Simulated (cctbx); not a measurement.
**From intensities to atoms**

Cell a = 7.9170 Å, b = 7.9170 Å, c = 3.9500 Å, α = 90.00°, β = 90.00°, γ = 90.00°; space group P4/mbm (no. 127); content Tl4 Zr6.

The data are simulated with cctbx, not measured: Ag Kα, λ = 0.56087 Å, to d = 0.77 Å, 95 % of the full sphere, strongest reflection 40000 counts, noise from counting, a 6 % proportional error and a noise floor of 15 counts (s.d.); no absorption.

Charge flipping in P1 on normalised amplitudes to 0.9 Å, δ = 1.2 σ, 30 % of the reflections treated as weak, 400 cycles:

```text
cycle      R  skewness
    0  0.567     0.18
   33  0.485     2.58
   66  0.448     2.38
   99  0.480     2.45
  132  0.445     2.59
  165  0.461     2.53
  198  0.479     2.37
  231  0.457     2.32
  264  0.471     2.27
  297  0.464     2.27
  330  0.468     2.38
  363  0.454     2.60
  396  0.484     2.43
origin shift          correlation  skewness
 0.298  0.442  0.115      0.784      4.87
 0.061  0.439  0.111      0.783      2.65
-0.009  0.127  0.188      0.724      1.33
 0.365  0.164  0.001      0.713      0.18
taken: symmetry correlation 0.784, skewness 4.87
peak      x       y       z  mult  height/sigma
Q1    0.1270  0.3730  0.5000    4     14.1
Q2    0.1759  0.6759  0.0000    4      6.0
Q3    0.0000  0.0000  0.5000    2      4.1
Q4    0.2486  0.2514  0.5000    4      2.3
Q5    0.0414  0.6752  0.0000    8      2.0
Q6    0.1106  0.8471  0.5000    8      1.5
Q7    0.0007  0.3233  0.2975   16      1.5
Q8    0.0000  0.5000  0.1681    4      1.4
```

The origin is taken among those within 0.04 of the best correlation, by the skewness of the map.

It took 0.64 s on 1 thread of Arm Neoverse N1, with other jobs on the host, peak memory 0.07 GiB.

**Question.** Which peaks are atoms, and which elements?

Heights go roughly as Z and multiplicities must add up to the content. First model: Q1 = Tl1 (4 in the cell, height 14.1), Q2 = Zr1 (4 in the cell, height 6.0) and Q3 = Zr2 (2 in the cell, height 4.1). Against the true structure, Q1 is Tl, Q2 is Zr and Q3 is Zr; the other peaks are not atoms.

Least squares on F², isotropic:

```text
Rint 0.050, 184 unique reflections to 0.77 A
cycle     R1     wR2    GooF  max shift (A)
   1  0.3547  0.6856  29.773   0.09858
   2  0.0115  0.0256   1.110   0.00003
final R1 0.0116 wR2 0.0256 GooF 1.110  parameters 5  data/parameter 36.8
atom        x        y        z      Ueq    occ   su(xyz)  su(Uiso or U11)
Tl1    0.11820  0.38180  0.50000   0.0030  1.000  0.00002  0.0001
Zr1    0.18053  0.68053  0.00000   0.0047  1.000  0.00004  0.0001
Zr2    0.00000  0.00000  0.50000   0.0038  1.000  0.00000  0.0002
difference map: max 1.28 min -1.23 rms 0.26
Q1    0.0000  0.5000  0.5000    2    1.28  1.32 A from Tl1
Q2    0.1370  0.6370  0.0000    4    0.80  0.49 A from Zr1
Q3    0.1507  0.6507  0.3912    8    0.74  1.58 A from Zr1
Q4    0.0582  0.4418  0.2738    8    0.69  1.12 A from Tl1
Q5    0.0277  0.4723  0.0000    4    0.69  2.04 A from Zr1
```

Anisotropic refinement:

```text
Rint 0.050, 184 unique reflections to 0.77 A
cycle     R1     wR2    GooF  max shift (A)
   1  0.0116  0.0256   1.126   0.00014
   2  0.0109  0.0224   0.987   0.00000
final R1 0.0109 wR2 0.0224 GooF 0.987  parameters 10  data/parameter 18.4
atom        x        y        z      Ueq    occ   su(xyz)  su(Uiso or U11)
Tl1    0.11820  0.38180  0.50000   0.0030  1.000  0.00002  0.0001
Zr1    0.18054  0.68054  0.00000   0.0047  1.000  0.00004  0.0001
Zr2    0.00000  0.00000  0.50000   0.0038  1.000  0.00000  0.0002
difference map: max 1.04 min -1.13 rms 0.26
Q1    0.0000  0.5000  0.5000    2    1.04  1.32 A from Tl1
Q2    0.0000  0.5000  0.0000    2    0.96  2.02 A from Zr1
Q3    0.2087  0.7087  0.1531    8    0.76  0.68 A from Zr1
Q4    0.1547  0.3453  0.1388    8    0.75  1.48 A from Tl1
Q5    0.9946  0.0772  0.1989   16    0.68  1.34 A from Zr2
Q6    0.0565  0.4435  0.2551    8    0.66  1.19 A from Tl1
```

**Reading.** The refinement ends at R1 = 0.0109, wR2 = 0.0224, GooF = 0.99, with difference density between -1.13 and 1.04 e/Å³. Every site matches the true model in element, within 0.001 Å r.m.s., up to an allowed shift of origin.

True model:

| atom | mult. | x | y | z | Ueq (Å²) |
| --- | --- | --- | --- | --- | --- |
| Tl1 | 4 | 0.8818 | 0.6182 | 0 | 0.0031 |
| Zr1 | 4 | 0.6806 | 0.8194 | 1/2 | 0.0046 |
| Zr2 | 2 | 1/2 | 1/2 | 0 | 0.0038 |

The model was made for the exercise: a known structure type with other elements put in, its volume estimated, not relaxed; displacement parameters are assumed.

[Middle refinement cycles are left out of these outputs.]

[Logs are printed without paths, hosts, clocks, repeated set-up lines and the standing remarks that a program may print on its own settings, such as how far it seeks lower states.]
